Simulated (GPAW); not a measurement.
# A GW chain in GPAW: CsH (Pm-3m)

Wanted: ground state, empty states, screening and self-energy for CsH (Pm-3m).

Main program and level: GPAW 26.7.0; LDA and many-body steps on it, plane waves.

### Step 1. Starting point

The structure is cubic, space group Pm-3m (No. 221). The conventional cell has a = 3.818 Å, b = 3.818 Å, c = 3.818 Å, α = 90.00°, β = 90.00°, γ = 90.00°. Nearest to Cs lie 8 H at 3.31 Å. Nearest to H lie 8 Cs at 3.31 Å. Farther neighbours are not listed.

As a file:

```cif
data_structure
_symmetry_space_group_name_H-M 'P 1'
_symmetry_Int_Tables_number 1
_cell_length_a 3.8184
_cell_length_b 3.8184
_cell_length_c 3.8184
_cell_angle_alpha 90.000
_cell_angle_beta 90.000
_cell_angle_gamma 90.000
_cell_volume 55.67
loop_
_atom_site_label
_atom_site_type_symbol
_atom_site_fract_x
_atom_site_fract_y
_atom_site_fract_z
_atom_site_occupancy
Cs1 Cs 0.00000 0.00000 0.00000 1
H2 H 0.50000 0.50000 0.50000 1
```

The cell and positions are those that the Materials Project relaxed with its own functionals (PBE, PBE+U or r2SCAN), kept fixed. Spin-orbit coupling is left out unless a step names it.

### Step 2. Ground state

This step: GPAW 26.7.0; DFT, LDA, plane waves, PAW.

The ground-state density comes first.

The input, run.py:

```python
import json
import numpy as np
from gpaw.mpi import world
from ase import Atoms
from gpaw import GPAW, PW, FermiDirac

atoms = Atoms(['Cs', 'H'],
    cell=[[3.8184085400, 0.0000000000, 0.0000000000],
      [0.0000000000, 3.8184085400, 0.0000000000],
      [0.0000000000, 0.0000000000, 3.8184085400]],
    scaled_positions=[[0.0000000000, 0.0000000000, 0.0000000000],
      [0.5000000000, 0.5000000000, 0.5000000000]],
    pbc=(True, True, True))
calc = GPAW(mode=PW(600),
    xc='LDA',
    kpts={'size': (6, 6, 6), 'gamma': True},
    occupations=FermiDirac(0.001),
    nbands=-7,
    convergence={'density': 1e-6, 'bands': -3},
    maxiter=100,
    txt='gs.txt')
atoms.calc = calc
res = {'energy': atoms.get_potential_energy()}
kpts = calc.get_ibz_k_points()
res['kpts'] = kpts
res['eigenvalues'] = [calc.get_eigenvalues(kpt=k) for k in range(len(kpts))]
res['n_electrons'] = calc.get_number_of_electrons()
calc.write('gs.gpw')

if world.rank == 0:
    with open('result.json', 'w') as f:
        json.dump(res, f, default=lambda x: x.tolist())
```

Started as:

```
mpirun -n 4 gpaw python run.py
```

Numbers of over 12 decimals in the logs are rounded to 6 here.

The program printed:

```text
__  _  _
 | _ |_)|_||  |
 |__||  | ||/\| - 26.7.0

Input parameters:
  mode=PW(ecut=600.0),
  convergence={'density': 1e-06, 'bands': -3},
  kpts=MonkhorstPack(size=(6, 6, 6), gamma=True),
  maxiter=100,
  nbands=-7,
  occupations=Occupations(name='fermi-dirac', width=0.001, fixmagmom=False),
  xc=XC(name='LDA')
  [... matrices ...]
Diagonalizing LCAO Hamiltonian
Converting LCAO to pw mode
   .--------.
  /|        |
 * |        |
 | |   H    |
 | |        |
 | .--------.
 |/        /
 Cs-------*

Atoms  # Å, Bohr magnetons
|   | symbol |        x |        y |        z |    initial magnetic moments |
| 0 |     Cs | 0.000000 | 0.000000 | 0.000000 | ( 0.0000,  0.0000,  0.0000) |
| 1 |      H | 1.909204 | 1.909204 | 1.909204 | ( 0.0000,  0.0000,  0.0000) |

Unit cell  # Å
| periodic |        x |        y |        z |  lengths |    angles |
|      yes | 3.818409 | 0.000000 | 0.000000 | 3.818409 | 90.000000 |
|      yes | 0.000000 | 3.818409 | 0.000000 | 3.818409 | 90.000000 |
|      yes | 0.000000 | 0.000000 | 3.818409 | 3.818409 | 90.000000 |

Number of symmetries: 48
Symmetry operations  # r_c * U_cc + t_c -> r_c
|    | kind |            matrix            |
|  0 |  E   |  1, 0, 0,  0, 1, 0,  0, 0, 1 |
|  1 |  σ   |  1, 0, 0,  0, 1, 0,  0, 0,-1 |
|  2 |  σ   |  1, 0, 0,  0, 0, 1,  0, 1, 0 |
|  3 |  C4  |  1, 0, 0,  0, 0, 1,  0,-1, 0 |
|  4 |  C4  |  1, 0, 0,  0, 0,-1,  0, 1, 0 |
|  5 |  σ   |  1, 0, 0,  0, 0,-1,  0,-1, 0 |
|  6 |  σ   |  1, 0, 0,  0,-1, 0,  0, 0, 1 |
|  7 |  C2  |  1, 0, 0,  0,-1, 0,  0, 0,-1 |
|  8 |  σ   |  0, 1, 0,  1, 0, 0,  0, 0, 1 |
|  9 |  C2  |  0, 1, 0,  1, 0, 0,  0, 0,-1 |
| 10 |  C3  |  0, 1, 0,  0, 0, 1,  1, 0, 0 |
| 11 |  S6  |  0, 1, 0,  0, 0, 1, -1, 0, 0 |
| 12 |  S6  |  0, 1, 0,  0, 0,-1,  1, 0, 0 |
| 13 |  C3  |  0, 1, 0,  0, 0,-1, -1, 0, 0 |
| 14 |  C4  |  0, 1, 0, -1, 0, 0,  0, 0, 1 |
| 15 |  S4  |  0, 1, 0, -1, 0, 0,  0, 0,-1 |
| 16 |  C3  |  0, 0, 1,  1, 0, 0,  0, 1, 0 |
| 17 |  S6  |  0, 0, 1,  1, 0, 0,  0,-1, 0 |
| 18 |  σ   |  0, 0, 1,  0, 1, 0,  1, 0, 0 |
| 19 |  C4  |  0, 0, 1,  0, 1, 0, -1, 0, 0 |
| 20 |  C2  |  0, 0, 1,  0,-1, 0,  1, 0, 0 |
| 21 |  S4  |  0, 0, 1,  0,-1, 0, -1, 0, 0 |
| 22 |  S6  |  0, 0, 1, -1, 0, 0,  0, 1, 0 |
| 23 |  C3  |  0, 0, 1, -1, 0, 0,  0,-1, 0 |
| 24 |  S6  |  0, 0,-1,  1, 0, 0,  0, 1, 0 |
| 25 |  C3  |  0, 0,-1,  1, 0, 0,  0,-1, 0 |
| 26 |  C4  |  0, 0,-1,  0, 1, 0,  1, 0, 0 |
| 27 |  σ   |  0, 0,-1,  0, 1, 0, -1, 0, 0 |
| 28 |  S4  |  0, 0,-1,  0,-1, 0,  1, 0, 0 |
| 29 |  C2  |  0, 0,-1,  0,-1, 0, -1, 0, 0 |
| 30 |  C3  |  0, 0,-1, -1, 0, 0,  0, 1, 0 |
| 31 |  S6  |  0, 0,-1, -1, 0, 0,  0,-1, 0 |
| 32 |  C4  |  0,-1, 0,  1, 0, 0,  0, 0, 1 |
| 33 |  S4  |  0,-1, 0,  1, 0, 0,  0, 0,-1 |
| 34 |  S6  |  0,-1, 0,  0, 0, 1,  1, 0, 0 |
| 35 |  C3  |  0,-1, 0,  0, 0, 1, -1, 0, 0 |
| 36 |  C3  |  0,-1, 0,  0, 0,-1,  1, 0, 0 |
| 37 |  S6  |  0,-1, 0,  0, 0,-1, -1, 0, 0 |
| 38 |  σ   |  0,-1, 0, -1, 0, 0,  0, 0, 1 |
| 39 |  C2  |  0,-1, 0, -1, 0, 0,  0, 0,-1 |
| 40 |  σ   | -1, 0, 0,  0, 1, 0,  0, 0, 1 |
| 41 |  C2  | -1, 0, 0,  0, 1, 0,  0, 0,-1 |
| 42 |  C2  | -1, 0, 0,  0, 0, 1,  0, 1, 0 |
| 43 |  S4  | -1, 0, 0,  0, 0, 1,  0,-1, 0 |
| 44 |  S4  | -1, 0, 0,  0, 0,-1,  0, 1, 0 |
| 45 |  C2  | -1, 0, 0,  0, 0,-1,  0,-1, 0 |
| 46 |  C2  | -1, 0, 0,  0,-1, 0,  0, 0, 1 |
| 47 |  i   | -1, 0, 0,  0,-1, 0,  0, 0,-1 |

BZ-sampling:
  Number of BZ points: 216
  Number of IBZ points: 20

  Monkhorst-Pack size: [6, 6, 6]
  Monkhorst-Pack shift: [0.083333, 0.083333, 0.083333]

K-points  # in reciprocal-cell coordinates
|     |                                coordinates |     weight |
|   0 | (  0.00000000,   0.00000000,   0.00000000) | 0.00462963 |
|   1 | (  0.16666667,   0.00000000,   0.00000000) | 0.02777778 |
|   2 | (  0.16666667,   0.16666667,   0.00000000) | 0.05555556 |
|   3 | (  0.16666667,   0.16666667,   0.16666667) | 0.03703704 |
|   4 | (  0.33333333,   0.00000000,   0.00000000) | 0.02777778 |
|   5 | (  0.33333333,   0.16666667,   0.00000000) | 0.11111111 |
|   6 | (  0.33333333,   0.16666667,   0.16666667) | 0.11111111 |
|   7 | (  0.33333333,   0.33333333,   0.00000000) | 0.05555556 |
|   8 | (  0.33333333,   0.33333333,   0.16666667) | 0.11111111 |
|   9 | (  0.33333333,   0.33333333,   0.33333333) | 0.03703704 |
| ... |                                            |            |
|  19 | (  0.50000000,   0.50000000,   0.50000000) | 0.00462963 |

Plane wave coefficients: 1881
Cutoff: 600.0 eV

Spin-components: 1 (collinear spins)
Bands:           12
Projectors:      8
Spin-degeneracy: 2
Datatype:        complex128

  Storage: CPU
  Wave functions: 7_153_920 bytes (1_788_480 per core)
  Projectors: 11_327_040 bytes (2_831_760 per core)
  [... matrices ...]
Parallelization:
  kpt:    4
  domain: 1
  band:   1

Density:
  Valence electrons: 10.0
  Components: 1
  Grid points: [24 24 24]
  Charge: 0.0  # |e|

Potential:
  Grid points: [24 24 24]

species:
  Cs:
    name:    Caesium
    Z:       55.0
    valence: 9
    core:    46
    charge:  0.0  # [|e|]
    compensation charges:
      type: gauss
      rc: 0.33  # [Å]
      lmax: 2
    cutoffs:
      filter: 2.06  # [Å]
      core: 2.51  # [Å]
    projectors
    | kind |    occ | energy [eV] | rcut [Å] |
    |   5s |  2.000 |     -26.872 |    1.164 |
    |   6s |  1.000 |      -2.224 |    1.164 |
    |   5p |  6.000 |     -13.611 |    1.058 |
    |    p |        |      13.601 |    1.058 |
    |    d |        |       0.000 |    1.058 |

    Using partial waves for Cs as LCAO basis

  H:
    name:    Hydrogen
    Z:       1.0
    valence: 1
    core:    0
    charge:  0.0  # [|e|]
    compensation charges:
      type: gauss
      rc: 0.15  # [Å]
      lmax: 2
    cutoffs:
      filter: 0.85  # [Å]
      core: 0.53  # [Å]
    projectors
    | kind |    occ | energy [eV] | rcut [Å] |
    |   1s |  1.000 |      -6.353 |    0.476 |
    |    s |        |      20.858 |    0.476 |
    |    p |        |       0.000 |    0.476 |

    Using partial waves for H as LCAO basis

Reference energy: -211646.394224  # eV

eigensolver:
  PPCG
  Converge bands: -3
  niter=2

density mixing:
  MSR1-Mixer
  Pratt-step length: 0.05
  Maximum mixing coefficient: 0.75
  Old densities: 10
  SVD Regularization: 0.005
  Good broyden scale: 1.0
  Trust region scale: 1.0
  Backstep threshold: 4.0
  History deletion threshold: 6.0
  Fourier metric: weight=20.0, sigma=0.015

occupation numbers:
  Fermi-Dirac:
    width: 0.0010  # eV

poisson solver:
  ecut: 4800.0  # eV

xc functional:
  name: None

Initialization done in: 0.696 s

convergence criteria:
- Maximum integral of absolute [dens]ity change: 1e-06 electrons / valence electron
- Maximum [total energy] change in last 3 cyles: 0.0005 eV / valence electron
- Maximum integral of absolute [eigenst]ate change: 4e-08 eV^2 / valence electron
maximum number of iterations: 100

SCF iterations
|iter     |     time |      energy | eigst |  dens |
|iter:   1|  |   -6.113977 | +1.61 |       |
|iter:   2|  |   -5.903149 | +0.74 | -0.91 |
|iter:   3|  |   -4.894071 | -0.13 | -0.95 |
|iter:   4|  |   -4.885558 | -0.64 | -1.68 |
|iter:   5|  |   -4.884370 | -2.48 | -1.96 |
|iter:   6|  |   -4.884365c| -4.49 | -2.96 |
|iter:   7|  |   -4.884366c| -5.97 | -3.52 |
|iter:   8|  |   -4.884366c| -7.26 | -4.55 |
|iter:   9|  |   -4.884366c| -8.07c| -5.34 |
|iter:  10|  |   -4.884366c| -8.57c| -5.85 |
|iter:  11|  |   -4.884366c| -9.18c| -6.88c|

Converged in 11 steps
SCF loop duration: 1.613 s (0.147 s/step)
Energy contributions relative to reference atoms: (reference = -211646.394224)
  [... matrices ...]
Energy contributions:
  Kinetic:           1.655623
  Coulomb:          -1.168367
  Zero:             -0.036010
  External:          0.000000
  Xc:               -5.335613
  Entropy:          -0.000000
  Spinorbit:         0.000000
  ----------------------------
  Free energy:      -4.884366
  Extrapolated:     -4.884366

dipole moment: (-21.504776, -21.504776, -21.504776)  # |e|*Ang

Fermi level: 4.146
Eigenvalues  # (at kpt = [0.000, 0.000, 0.000])
| band index |      eig [eV] | occ [0-2] |
|          0 |       -18.240 |     2.000 |
|          1 |        -4.266 |     2.000 |
|          2 |        -4.266 |     2.000 |
|          3 |        -4.266 |     2.000 |
|          4 |         1.548 |     2.000 |
|          5 |         6.758 |     0.000 |
|          6 |         6.758 |     0.000 |
|          7 |        10.639 |     0.000 |
|          8 |        13.027 |     0.000 |
|          9 |        13.689 |     0.000 |
|         10 |        13.736 |     0.000 |
|         11 |        13.747 |     0.000 |

Gap: 2.272 eV
Transition (v -> c):
  (s=0, k=19, n=4, [0.50, 0.50, 0.50]) -> (s=0, k=10, n=5, [0.50, 0.00, 0.00])
Direct/indirect transitions are different
Direct gap: 2.457 eV
Transition at: (s=0, k=19, n=4, [0.50, 0.50, 0.50])
# Writing to gs.gpw (mode='')
  [... matrices ...]
```

Run time: 3.7 s. Hardware: 4 MPI ranks of Arm Neoverse V2, shared host; peak memory 0.69 GiB.

This step gave:

```yaml
total_energy: -4.884 eV
gap: 2.272 eV
k_of_the_valence_top: 0.5, 0.5, 0.5
k_of_the_conduction_bottom: 0.5, 0, 0
least_direct_gap: 2.457 eV
```

The gap is indirect, with the least direct gap 0.18 eV higher.

### Step 3. Empty states on the mesh, 4×4×4 mesh, 186 bands

The sums over transitions need many empty states on a uniform mesh; this step solves for them.

The input, run.py:

```python
import json
import numpy as np
from gpaw.mpi import world
from gpaw import GPAW

calc = GPAW('gs.gpw').fixed_density(kpts={'size': (4, 4, 4), 'gamma': True},
    parallel={'domain': 1, 'band': 1},
    txt='nscf.txt')
calc.diagonalize_full_hamiltonian(nbands=186)
calc.write('full.gpw', mode='all')
res = {}
kpts = calc.get_ibz_k_points()
res['kpts'] = kpts
res['eigenvalues'] = [calc.get_eigenvalues(kpt=k) for k in range(len(kpts))]
res['n_electrons'] = calc.get_number_of_electrons()

if world.rank == 0:
    with open('result.json', 'w') as f:
        json.dump(res, f, default=lambda x: x.tolist())
```

Started as:

```
mpirun -n 4 gpaw python run.py
```

The program printed:

```text
Diagonalizing LCAO Hamiltonian
Converting LCAO to pw mode
convergence criteria:
- Maximum integral of absolute [eigenst]ate change: 4e-08 eV^2 / valence electron
maximum number of iterations: 100

SCF iterations
|iter     |     time |      energy | eigst |  dens |
|iter:   1|  |             | +1.94 |       |
|iter:   2|  |             | +0.82 |       |
|iter:   3|  |             | +0.13 |       |
|iter:   4|  |             | -0.89 |       |
|iter:   5|  |             | -2.45 |       |
|iter:   6|  |             | -4.41 |       |
|iter:   7|  |             | -5.96 |       |
|iter:   8|  |             | -7.44c|       |
SCF steps: 8
  __  _  _
 | _ |_)|_||  |
 |__||  | ||/\| - 26.7.0

Input parameters:
  mode=PW(ecut=600.0),
  convergence={'density': 1e-06, 'bands': -3},
  gpts=array([24, 24, 24]),
  kpts=MonkhorstPack(size=(4, 4, 4), gamma=True),
  maxiter=100,
  nbands=12,
  occupations=Occupations(name='fermi-dirac', width=0.001, fixmagmom=False),
  parallel={'domain': 1, 'band': 1},
  xc=XC(name='LDA')
Matrix size: 1871x1871
# Writing to full.gpw (mode='all')
  [... matrices ...]

timing:  # [seconds]
  Total: 15.920  # ━━━━━━━━━━━━━━━━━━━━━━━━━━━━━━━━━━━━━━━━━━━━━━━━━━━━━━━━━━
```

It took 19 s on 4 MPI ranks; peak memory 1.8 GiB.

Numbers from this step:

- gap: 2.272 eV
- k of the valence top: 0.5, 0.5, 0.5
- k of the conduction bottom: 0.5, 0, 0
- least direct gap: 2.457 eV
- k points computed: 10
- lowest point of the top converged band, above the valence top: 117.5251 eV

On this mesh the gap is 2.272 eV.

[end of part 1 of 2]

[Paths, hosts, dates, memory and timing lines, banners, echoed tables and standing remarks are left out of the program output.]

[Logs are printed without paths, hosts, clocks, repeated set-up lines and the standing remarks that a program may print on its own settings, such as how far it seeks lower states.]

[Runs of the session that timed out or met a known fault of the program may be left out.]

[Hosts, paths, dates, database ids (printed as entryN), source tags and the programs' standing remarks are cut or masked in the printed files.]
